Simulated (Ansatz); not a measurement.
# LiF (Griceite, Fm-3m): lattice thermal conductivity, part 3 of 3

How well does the lattice of LiF (Griceite) conduct heat?

What experiment has found for this phase:
- thermal conductivity 17.6 W/m/K near room temperature (given in “Combining the AFLOW GIBBS and Elastic Libraries to efficiently and robustly screen thermo-mechanical properties of solids”, 2017, arXiv:1611.05714)
- thermal conductivity 17.6 W/m/K near room temperature (given in “Predicting the lattice thermal conductivity of solids by solving the Boltzmann transport equation: AFLOW - AAPL an automated, accurate and efficient framework”, 2017, arXiv:1611.05481)

Ansatz 0.2.0; DFT LDA, scalar-relativistic, plane waves, PAW; PAW set soft_1.

So far. Step 2 (A first coarse run): The start is under -6.5 GPa at this level and looks like an insulator or semiconductor on this mesh. Step 5 (Relaxing to small residual forces and stress): The residual pressure is -0.0039 GPa, small enough for phonons. The relaxed cell has a = 3.907 Å (conventional setting).

### Step 7. Third-order constants and the Boltzmann equation, k-mesh 9×9×9, third order supercell 3×3×3 (continued)

W/m/K, third of the trace; RTA populations with the isotope rates scaled. Kappa by mass disorder, by row:

| T (K) | no isotopes | as typed | variance x 3 | variance x 10 | variance x 30 |
| --- | --- | --- | --- | --- | --- |
| 100 | 93.47 | 90.43 | 86.6 | 77.42 | 62.91 |
| 300 | 19.86 | 19.46 | 18.93 | 17.88 | 16.32 |
| 600 | 9.391 | 9.286 | 9.118 | 8.736 | 8.155 |

At 300 K the relaxation-time value is 19.8 W/(m K).

### Step 8. Anharmonic force constants and conductivity, k-mesh 8×8×8, third order supercell 4×4×4

The supercell must be wider than twice the pair cutoff, and the number of displaced cells grows with the pairs inside it, which is where the cost lies.

Input file input.yaml:

```yaml
crystal:
  lattice:
    - [0.0, 1.953625856, 1.953625856]
    - [1.953625856, 0.0, 1.953625856]
    - [1.953625856, 1.953625856, 0.0]
  atoms:
    - { symbol: Li, position: [0.0, 0.0, 0.0] }
    - { symbol: F, position: [0.5, 0.5, 0.5] }
kpoints:
  mp_grid: { grid: [8, 8, 8] }
hamiltonian:
  xc: lda
  pseudopotentials: { kind: paw, azcp: { folder: soft_1 }, xc_functional: pbe }
scf:
  occupations: { method: fixed }
  lower_state_search: "off"
output:
  eigenvalues: true
phonons:
  method: fd
  dielectric: true
  qmesh: [8, 8, 8]
  temperatures: { t_max: 1000, t_step: 50 }
  qpath:
    path:
      - [[0.0, 0.0, 0.0], [0.5, 0.0, 0.5], [0.5, 0.25, 0.75], [0.375, 0.375, 0.75], [0.0, 0.0, 0.0], [0.5, 0.5, 0.5], [0.625, 0.25, 0.625], [0.5, 0.25, 0.75], [0.5, 0.5, 0.5], [0.375, 0.375, 0.75]]
      - [[0.625, 0.25, 0.625], [0.5, 0.0, 0.5]]
    npoints: 10
  third_order: { supercell: [4, 4, 4], pair_cutoff: 2.913 }
  lattice_thermal_conductivity:
    qmesh: [27, 27, 27]
    temperatures: [100.0, 150.0, 200.0, 300.0, 400.0, 500.0, 600.0, 800.0]
    isotope_mass_variance: [{ species: F, variance: 0.0 }, { species: Li, variance: 0.001459 }]
    solution: relaxation_time
```

Run with:

```bash
$ ansatz run input.yaml --threads 18 --pin off --max-ram 92160MiB --backend cuda --events-out ev --progress --plain --runs-dir out
```

Numbers of over 12 decimals in the logs are rounded to 6 here.

The log of the run:

```text
[...]
Warning: phonons.third_order: as it is cut ahead of every solve, the batch solves 75 displaced supercells where 50 would do. It runs under 48 of the 3072 operations that the crystal's space group holds on the batch's supercell: the run's FFT boxes carry no more. The force constants lose no accuracy. For the smaller batch, try basis.xc_grid above 1 where it is 1, a denser FFT box (accuracy: high where it is lower, or a larger basis.ecutrho_ratio), or the same crystal shifted so that one of its atoms lies at the cell's origin: each can bring back operations that the batch needs, and none is sure to; [rest of the remark cut]
[...]
concurrent solve slots: 17 of 18 are kept, ahead of what memory takes: no pass of the eigensolver takes more rounds on 17
[...]
Crystal: 16 atoms, lattice volume = 119.301 Å³
Basis set: ecut = 420 eV, 2289 PW (Γ), FFT grids on a1, a2, 2a1−4a2+a3
Bands: 56, of which v1, the nominal top of the filled ones, is band 40 counted from 1 (39 counted from 0)
Symmetry: 16 space group operations
k-points: 34 of 64
[...]
SCF iter   1: F=—  HF=-7989.621480 eV  |F-HF|=—  |Δ(HF+E_count)|=         —  Δρ=4.32e-8  dr2=1.44e-12  ethr=1.00e-12  ⟨swp⟩=3.0  Hψ=4724  notcnv=0
[...]
SCF iter   2: F=-7989.621480 eV  HF=-7989.621480 eV  |F-HF|=9.09e-13  |Δ(HF+E_count)|=  9.09e-13  Δρ=2.32e-8  dr2=2.79e-13  ethr=1.00e-12  ⟨swp⟩=3.0  Hψ=4192  notcnv=0
SCF 1 converged in 2 iterations: F = -7989.621480 eV  dr2 = 2.79e-13
[...]
Crystal: 2 atoms, lattice volume = 14.913 Å³
Basis set: ecut = 420 eV, 283 PW (Γ), exchange–correlation on 40×40×40 points (8 copies of the dense FFT grid, shifted against one another)
Bands: 9, of which v1, the nominal top of the filled ones, is band 5 counted from 1 (4 counted from 0)
Symmetry: 48 space group operations
k-points: 59 of 512 (irreducible under 8 space group operations, time reversal used)
[...]
SCF iter   1: F=—  HF=-998.702686 eV  |F-HF|=—  |Δ(HF+E_count)|=         —  Δρ=2.31e-8  dr2=5.00e-14  ethr=5.95e-10  ⟨swp⟩=2.8  Hψ=4462  notcnv=0  defer=112
[...]
SCF 2 converged in 2 iterations: F = -998.702686 eV  dr2 = 6.78e-14
[...]
SCF 3 converged in 8 iterations: F = -7989.621466 eV  dr2 = 1.41e-12
[...]
q = [0.0000, 0.1250, 0.3750] (star 24, supercell 7; hermiticity 1.19e-16, symmetrization 2.64e-16): 204.06 219.31 333.92 337.90 340.73 609.33
[...]
joined force constants: q→R imaginary residual 1.79e-19
[...]
350 force-constant blocks with the first atom in the home cell, fitted with 44 parameters over 10 symmetry orbits; no atom triplet left out
[...]
T (K)   relaxation time
      100.00           96.4910
      150.00           49.3420
      200.00           33.2324
      300.00           20.5205
      400.00           15.0923
      500.00           12.0485
      600.00           10.0902
      800.00            7.7102
```

Run time: 81 s. Hardware: 1 × NVIDIA GB200 with 18 threads of Arm Neoverse V2, shared host; peak memory 1.9 GiB; 8.5 min of CPU time.

Numbers from this step:

* Debye temperature from the second moment: 679 K
* κ at 300 K (relaxation time): 20.52 W/m/K
* mean free path at half of κ: 13.4 nm
* share of κ above the three lowest branches: 0.092
* periodic aliases dropped: 0
* largest relative sum-rule correction: 0.05543
* displaced cells, third order: 75

LO-TO term included. The phonon branches at the labelled points (cm⁻¹):

| point | branch 1 | branch 2 | branch 3 | branch 4 | branch 5 | branch 6 |
| --- | --- | --- | --- | --- | --- | --- |
| Γ | 0 | 0 | 0 | 339 | 339 | 668 |
| halfway | 183 | 183 | 279 | 358 | 358 | 578 |
| X | 253 | 253 | 376 | 376 | 376 | 482 |
| halfway | 272 | 283 | 365 | 387 | 389 | 465 |
| W | 290 | 333 | 333 | 397 | 425 | 425 |
| halfway | 272 | 323 | 349 | 369 | 434 | 443 |
| K | 254 | 325 | 353 | 354 | 443 | 450 |
| halfway | 183 | 216 | 292 | 322 | 366 | 614 |
| Γ | 0 | 0 | 0 | 339 | 339 | 668 |
| halfway | 154 | 154 | 269 | 333 | 333 | 652 |
| L | 231 | 231 | 317 | 317 | 398 | 625 |
| halfway | 242 | 280 | 329 | 366 | 380 | 561 |
| U | 254 | 325 | 353 | 354 | 443 | 450 |
| halfway | 272 | 323 | 349 | 369 | 434 | 443 |
| W | 290 | 333 | 333 | 397 | 425 | 425 |
| halfway | 251 | 287 | 338 | 374 | 376 | 543 |
| L | 231 | 231 | 317 | 317 | 398 | 625 |
| halfway | 242 | 280 | 329 | 366 | 380 | 561 |
| K | 254 | 325 | 353 | 354 | 443 | 450 |
| jump to U | 254 | 325 | 353 | 354 | 443 | 450 |
| halfway | 254 | 278 | 370 | 370 | 395 | 474 |
| X | 253 | 253 | 376 | 376 | 376 | 482 |

The phonon branches as a text plot (rows in cm⁻¹):

```
    654 |**                    ********
    626 |  *                 **        ****             **
    599 |   *               *              *          **
    571 |    *                              *             **
    543 |     *            *                         *
    515 |      *                             *              *
    487 |       ***       *                   *     *          **
    459 |          **   **                     **  *         **
    432 |            ******                    ****          **
    404 |           ***    *             *** **   ***  ***  *  *
    376 |     ******   *    **          *   **  ** * **   *** ***
    348 |***** *    ********  ******** *   * ***** ****   * ***
    320 |     *      ***** ******     *************** *********
    292 |    *      ***    * *              *    **  *     *
    264 |        ****  **** *         *    *  ***  ****   *  ****
    237 |   *  **          *  *          *****        *******
    209 |     *             ** *     * **
    181 |  * *               **     *
    153 |   *                 *       *
    125 | **                   **    *
     97 |                       *   *
     70 |**                     ** *
     42 |*                       * *
     14 |                         *
         Γ       X    W  K        Γ      L     U  W     L   K|U X
```

The lattice thermal conductivity, RTA xx by temperature:

| temperature (K) | lattice thermal conductivity, RTA xx (W/m/K) |
| --- | --- |
| 100 | 96.5 |
| 150 | 49.3 |
| 200 | 33.2 |
| 300 | 20.5 |
| 400 | 15.1 |
| 500 | 12.1 |
| 600 | 10.1 |
| 800 | 7.71 |

Phonopy on the run's constants, 21x21x21 mesh, Gaussian sigma 5.1 cm⁻¹. Table of modes by wavenumber; read off at these points; values in 1/cm⁻¹/cell:

| wavenumber (cm⁻¹) | F | Li |
| --- | --- | --- |
| 0.0 | 2.0e-5 | 1.0e-5 |
| 20.0 | 7.3e-6 | 0 |
| 40.0 | 1.2e-4 | 4.0e-5 |
| 60.0 | 4.6e-4 | 1.7e-4 |
| 80.0 | 5.6e-4 | 1.9e-4 |
| 100.0 | 9.4e-4 | 3.2e-4 |
| 120.0 | 0.00150 | 4.8e-4 |
| 140.0 | 0.00230 | 7.0e-4 |
| 160.0 | 0.00264 | 7.4e-4 |
| 180.0 | 0.00403 | 0.00102 |
| 200.0 | 0.00623 | 0.00132 |
| 220.0 | 0.0114 | 0.00173 |
| 240.0 | 0.0204 | 0.00186 |
| 248.1 | 0.0225 | 0.00202 |
| 260.0 | 0.0194 | 0.00171 |
| 280.0 | 0.0121 | 9.7e-4 |
| 300.0 | 0.00974 | 8.2e-4 |
| 320.0 | 0.0101 | 0.0154 |
| 340.0 | 0.0135 | 0.0258 |
| 360.0 | 0.0223 | 0.0221 |
| 380.0 | 0.00804 | 0.0159 |
| 400.0 | 0.00107 | 0.00865 |
| 420.0 | 5.5e-5 | 0.00472 |
| 440.0 | 0 | 0.00133 |
| 460.0 | 3.2e-5 | 0.00309 |
| 480.0 | 1.4e-4 | 0.00522 |
| 500.0 | 2.1e-4 | 0.00479 |
| 520.0 | 2.8e-4 | 0.00475 |
| 540.0 | 3.4e-4 | 0.00425 |
| 560.0 | 4.3e-4 | 0.00433 |
| 580.0 | 5.2e-4 | 0.00461 |
| 600.0 | 6.1e-4 | 0.00476 |
| 620.0 | 6.9e-4 | 0.00464 |
| 640.0 | 6.9e-4 | 0.00283 |
| 660.0 | 4.1e-4 | 0.00128 |
| 680.0 | 0 | 9.5e-6 |

Distinct triplets, nearest first. Third order norms, by row:

| sites | side 1 (Å) | side 2 (Å) | side 3 (Å) | norm of the 27 components (eV/Å³) |
| --- | --- | --- | --- | --- |
| Li-Li-Li | 0 | 0 | 0 | 0 |
| F-F-F | 0 | 0 | 0 | 0 |
| Li-F-F | 0 | 1.95 | 1.95 | 10.62 |
| Li-F-Li | 0 | 1.95 | 1.95 | 10.65 |
| Li-F-F | 1.95 | 1.95 | 2.76 | 0.23 |
| Li-F-Li | 1.95 | 1.95 | 2.76 | 0.26 |
| Li-Li-Li | 0 | 2.76 | 2.76 | 1.441 |
| Li-Li-Li | 2.76 | 2.76 | 2.76 | 0.018 |
| F-F-F | 0 | 2.76 | 2.76 | 2.749 |
| F-F-F | 2.76 | 2.76 | 2.76 | 0.207 |

Born charge (rows field, columns displacement) (e), principal values of the symmetric part by kind of site:

| atom | atoms with these values | low | middle | high | mean |
| --- | --- | --- | --- | --- | --- |
| Li1 | 1 | 1.04 | 1.04 | 1.04 | 1.04 |
| F2 | 1 | -1.04 | -1.04 | -1.04 | -1.04 |

In full for Li1:

```
1.04 0.00 0.00
0.00 1.04 0.00
0.00 0.00 1.04
```

RTA, 300 K. Kappa by branch, by row:

| branch (by rank) | mean frequency (THz) | mean rms speed (km/s) | median lifetime (ps) | share of kappa |
| --- | --- | --- | --- | --- |
| 1 | 6.73 | 2.11 | 1.21 | 0.155 |
| 2 | 7.58 | 3.12 | 2.22 | 0.486 |
| 3 | 9.63 | 2.19 | 0.998 | 0.267 |
| 4 | 10.57 | 1.59 | 0.725 | 0.035 |
| 5 | 11.36 | 1.9 | 0.569 | 0.038 |
| 6 | 16.57 | 3.37 | 0.126 | 0.019 |

Spectral kappa at 300 K, relaxation time (W/m/K/THz) against frequency; read off at these points:

frequency (THz), spectral kappa at 300 K, relaxation time (W/m/K/THz) and a bar:
```
     0.25       0.00 
     0.75       1.32 ##############
     1.25       2.59 ###########################
     1.75       0.60 ######
     2.25       1.84 ###################
     3.25       1.04 ###########
     3.75       1.16 ############
     4.25       1.32 ##############
     5.25       2.71 ############################
     5.75       2.36 #########################
     6.25       2.67 ############################
     6.75       2.89 ##############################
     7.25       2.59 ###########################
     7.75       2.57 ###########################
     8.75       2.17 #######################
     9.25       1.83 ###################
     9.75       1.26 #############
    10.75       0.93 ##########
    11.25       0.57 ######
    11.75       0.30 ###
    12.75       0.11 #
    13.25       0.05 
    14.25       0.11 #
    14.75       0.11 #
    15.25       0.11 #
    16.25       0.08 #
    16.75       0.05 #
    17.25       0.03 
    18.25       0.02 
    18.75       0.01 
    19.75       0.00 
    20.25       0.00
```

Relaxation-time solution. The share of κ carried by shorter paths by mean free path:

| mean free path (nm) | 100 K | 300 K | 800 K |
| --- | --- | --- | --- |
| 0.316 | 0 | 0.002 | 0.023 |
| 0.464 | 0 | 0.004 | 0.056 |
| 0.681 | 0 | 0.009 | 0.102 |
| 1 | 0 | 0.023 | 0.162 |
| 1.47 | 0 | 0.05 | 0.227 |
| 2.15 | 0.001 | 0.088 | 0.311 |
| 3.16 | 0.002 | 0.131 | 0.414 |
| 4.64 | 0.005 | 0.196 | 0.565 |
| 6.81 | 0.007 | 0.28 | 0.693 |
| 10 | 0.008 | 0.382 | 0.787 |
| 14.7 | 0.011 | 0.532 | 0.857 |
| 21.5 | 0.02 | 0.668 | 0.883 |
| 31.6 | 0.061 | 0.77 | 0.9 |
| 46.4 | 0.131 | 0.845 | 0.929 |
| 68.1 | 0.208 | 0.872 | 0.933 |
| 100 | 0.317 | 0.89 | 0.933 |
| 147 | 0.437 | 0.922 | 0.947 |
| 215 | 0.567 | 0.926 | 0.991 |
| 316 | 0.665 | 0.926 | 1 |
| 464 | 0.718 | 0.941 | 1 |
| 681 | 0.762 | 1 | 1 |
| 1000 | 0.799 | 1 | 1 |
| 1470 | 0.865 | 1 | 1 |
| 2150 | 0.865 | 1 | 1 |
| 3160 | 0.892 | 1 | 1 |
| 4640 | 0.932 | 1 | 1 |
| 6810 | 0.977 | 1 | 1 |
| 10000 | 1 | 1 | 1 |

300 K; a sample spread over frequency. Mode lifetimes, by row, the first 40 of 90 rows:

| q1 | q2 | q3 | branch | frequency (THz) | rms speed (km/s) | three-phonon rate (1/ps) | isotope rate (1/ps) | lifetime (ps) | mean free path (nm) |
| --- | --- | --- | --- | --- | --- | --- | --- | --- | --- |
| 0 | 0 | 0.037 | 1 | 0.74 | 4.55 | 0.0551 | 2.45e-7 | 18.2 | 82.6 |
| 0 | 0.0741 | 0.0741 | 3 | 2.781 | 7.17 | 0.373 | 8.65e-5 | 2.68 | 19.2 |
| 0.0741 | 0.1481 | 0.2222 | 1 | 3.7 | 4.15 | 0.925 | 2.57e-4 | 1.08 | 4.48 |
| 0.037 | 0.1111 | 0.1481 | 3 | 4.386 | 6.88 | 0.826 | 5.48e-4 | 1.21 | 8.33 |
| 0 | 0.1481 | 0.2593 | 1 | 4.874 | 3.53 | 0.255 | 7.48e-4 | 3.91 | 13.8 |
| 0 | 0.037 | 0.2963 | 2 | 5.208 | 3.44 | 1.11 | 8.29e-4 | 0.899 | 3.09 |
| 0 | 0.1481 | 0.2963 | 2 | 5.59 | 4.11 | 0.809 | 0.00116 | 1.23 | 5.08 |
| 0 | 0.2222 | 0.2963 | 2 | 5.855 | 3.51 | 0.28 | 0.00144 | 3.55 | 12.5 |
| 0 | 0.037 | 0.3704 | 1 | 6.102 | 2.4 | 1.14 | 0.00114 | 0.878 | 2.11 |
| 0.0741 | 0.2222 | 0.4074 | 1 | 6.338 | 2.82 | 0.726 | 0.00154 | 1.37 | 3.88 |
| 0.037 | 0.1111 | -0.2963 | 2 | 6.504 | 3.46 | 0.877 | 0.00152 | 1.14 | 3.94 |
| 0.0741 | 0.2963 | 0.4074 | 1 | 6.671 | 2.68 | 0.425 | 0.00194 | 2.34 | 6.27 |
| 0 | 0.1852 | 0.4444 | 1 | 6.798 | 1.81 | 0.711 | 0.00161 | 1.4 | 2.53 |
| 0 | 0.2222 | 0.3704 | 2 | 6.922 | 3.63 | 0.522 | 0.00202 | 1.91 | 6.93 |
| 0 | 0.0741 | -0.4074 | 2 | 7.001 | 2.24 | 1.12 | 8.03e-4 | 0.895 | 2.01 |
| 0 | 0.1481 | -0.4074 | 1 | 7.117 | 0.94 | 1.25 | 4.07e-6 | 0.802 | 0.757 |
| 0.037 | 0.2593 | -0.2963 | 1 | 7.213 | 1.62 | 1.26 | 1.20e-4 | 0.796 | 1.29 |
| 0.037 | 0.2222 | -0.3704 | 1 | 7.32 | 1.01 | 1.1 | 2.49e-5 | 0.905 | 0.914 |
| 0 | 0.1111 | 0.4815 | 2 | 7.413 | 2.57 | 1.32 | 2.07e-4 | 0.758 | 1.95 |
| 0.0741 | 0.2593 | -0.4074 | 1 | 7.486 | 1.29 | 0.939 | 5.79e-4 | 1.06 | 1.38 |
| 0.0741 | 0.2593 | 0.4444 | 2 | 7.564 | 3.39 | 0.531 | 0.00245 | 1.87 | 6.36 |
| 0 | 0.1481 | 0.2593 | 3 | 7.626 | 5.38 | 0.924 | 0.00566 | 1.08 | 5.79 |
| 0.037 | 0.1481 | -0.4074 | 2 | 7.719 | 2.68 | 1 | 5.03e-4 | 0.999 | 2.67 |
| 0.0741 | 0.4444 | -0.4815 | 2 | 7.832 | 1.87 | 0.156 | 0.00205 | 6.33 | 11.9 |
| 0.1111 | 0.3704 | -0.3333 | 1 | 7.95 | 1.7 | 0.719 | 3.94e-4 | 1.39 | 2.36 |
| 0.1111 | 0.4444 | -0.3704 | 1 | 8.086 | 2 | 0.511 | 9.10e-4 | 1.95 | 3.91 |
| 0 | 0.1852 | -0.3704 | 2 | 8.263 | 3.37 | 0.637 | 5.85e-4 | 1.57 | 5.28 |
| 0.1481 | 0.3333 | -0.1852 | 2 | 8.419 | 3.32 | 0.205 | 8.98e-4 | 4.86 | 16.1 |
| 0.037 | 0.4444 | -0.4074 | 2 | 8.6 | 3.12 | 0.259 | 7.81e-4 | 3.85 | 12 |
| 0.0741 | 0.2593 | -0.3333 | 2 | 8.809 | 3.01 | 0.568 | 5.82e-4 | 1.76 | 5.3 |
| 0.1481 | 0.4444 | -0.3704 | 2 | 9.025 | 2.71 | 0.259 | 5.45e-4 | 3.86 | 10.5 |
| 0 | 0.1852 | -0.2222 | 3 | 9.258 | 3.67 | 0.484 | 0.00181 | 2.06 | 7.56 |
| 0.1852 | 0.4074 | -0.2222 | 2 | 9.453 | 2.56 | 0.332 | 4.73e-4 | 3.01 | 7.7 |
| 0 | 0.1481 | -0.3704 | 3 | 9.57 | 0.36 | 0.808 | 0.269 | 0.928 | 0.331 |
| 0.037 | 0.1852 | -0.3333 | 3 | 9.624 | 0.72 | 0.809 | 0.332 | 0.876 | 0.634 |
| 0.0741 | 0.2593 | -0.2222 | 3 | 9.695 | 0.86 | 0.707 | 0.308 | 0.986 | 0.848 |
| 0 | 0.2963 | -0.3704 | 2 | 9.745 | 2.63 | 0.591 | 0.00281 | 1.69 | 4.43 |
| 0 | 0 | 0.3333 | 3 | 9.797 | 1 | 0.852 | 0.308 | 0.862 | 0.858 |
| 0.0741 | 0.1852 | -0.4444 | 3 | 9.86 | 1.13 | 0.863 | 0.371 | 0.81 | 0.918 |
| 0.037 | 0.2222 | 0.4074 | 3 | 9.929 | 2.87 | 0.687 | 0.0686 | 1.32 | 3.79 |

Without the LO-TO term. Gamma linewidths, by row:

| branch | frequency (cm⁻¹) | three-phonon rate (1/ps) | isotope rate (1/ps) | FWHM (cm⁻¹) |
| --- | --- | --- | --- | --- |
| 4 | 339.1 | 1.33 | 0.316 | 8.75 |
| 5 | 339.1 | 1.33 | 0.316 | 8.75 |
| 6 | 339.1 | 1.33 | 0.316 | 8.75 |

W/m/K, third of the trace; RTA populations with a boundary rate v/L added to each mode (Matthiessen's rule). Kappa by grain size, by row:

| T (K) | bulk | 10 nm | 30 nm | 100 nm | 300 nm | 1000 nm | 10000 nm | 100000 nm |
| --- | --- | --- | --- | --- | --- | --- | --- | --- |
| 100 | 96.44 | 7.9 | 17.82 | 35.37 | 53.78 | 70.88 | 89.85 | 95.55 |
| 300 | 20.23 | 8.893 | 12.9 | 16.28 | 18.16 | 19.33 | 20.12 | 20.22 |
| 600 | 9.637 | 5.866 | 7.452 | 8.545 | 9.108 | 9.433 | 9.614 | 9.635 |

W/m/K, third of the trace; RTA populations with the isotope rates scaled. Kappa by mass disorder, by row:

| T (K) | no isotopes | as typed | variance x 3 | variance x 10 | variance x 30 |
| --- | --- | --- | --- | --- | --- |
| 100 | 99.91 | 96.44 | 91.95 | 81.71 | 66.84 |
| 300 | 20.67 | 20.23 | 19.67 | 18.55 | 16.88 |
| 600 | 9.752 | 9.637 | 9.457 | 9.051 | 8.435 |

At 300 K the relaxation-time value is 20.5 W/(m K), 1.0 times that of the rung before.

### Step 9. Levels and costs side by side

Ladder, by row:

| cells or q mesh | k mesh | pair cutoff | atoms in the supercell | q-mesh of the transport sums | κ at 300 K (relaxation time) (W/m/K) | κ at 300 K (full solution) (W/m/K) | core-minutes |
| --- | --- | --- | --- | --- | --- | --- | --- |
| 3x3x3 | 9x9x9 | 2.913 | 54 | 17×17×17 | 19.77 | 21.67 | 3.2 |
| 8x8x8 | 8x8x8 | 2.913 | 128 | 27×27×27 | 20.52 | - | 8.5 |

### Step 10. What came out

| Quantity | Value |
| --- | --- |
| highest frequency | 668.2 cm⁻¹ |
| Debye temperature from the second moment | 679 K |
| κ at 300 K (relaxation time) | 20.52 W/m/K |
| mean free path at half of κ | 13.4 nm |
| share of κ above the three lowest branches | 0.092 |

In words: The lattice of LiF (Griceite) conducts 20.5 W/(m K) at 300 K by LDA (mean over directions, relaxation-time solution). Above 300 K the relaxation-time κ falls as T^-1.00, near the 1/T law of three-phonon scattering. Grains of 100 nm would keep 80 % of the bulk value at 300 K, and grains of 1 µm 96 %. Removing the natural isotope disorder raises κ at 300 K by 2 %. The first rung (54 atoms, cutoff 2.91 Å) gave 19.8 W/(m K) by relaxation time for 0.38 times the cost of the last; the two share the cutoff and differ in supercell or meshes, so the cutoff itself is not tested. A measured thermal conductivity near room temperature is 17.6 W/m/K (arXiv:1611.05714); the calculated 20.5 W/m/K differs by +17 %. The relaxed cell is 9 % smaller in volume than the database cell, which stiffens most phonons and usually raises κ; no run here tested that. Four-phonon, defect and boundary scattering, which are left out, would lower the calculated value; thermal expansion is left out too. The last run computed the relaxation-time solution alone; it counts normal processes as resistive, so the full solution usually lies higher: on an earlier rung it gave 21.7 against 19.8 W/(m K). The sum rules changed one orbit of cubic constants by up to 6 %. The conductivities include the coherence part between close branches; the shares for grains, isotopes, branches and paths are of the relaxation-time populations alone. Cubic couplings among atoms farther apart than the pair cutoff are dropped, and neither the cutoff nor the q-mesh was shown to be converged here. The PAW files were made for PBE and are used here under another functional, for which the program regenerates the frozen cores. The cell of these runs is 9 % smaller in volume than the database cell; frequencies and all that rests on them shift with it.

[Logs are printed without paths, hosts, clocks, repeated set-up lines and the standing remarks that a program may print on its own settings, such as how far it seeks lower states.]

[Hosts, paths, dates, database ids (printed as entryN), source tags and the programs' standing remarks are cut or masked in the printed files.]

[A step with changed settings may run another functional than the one named; its input shows which.]
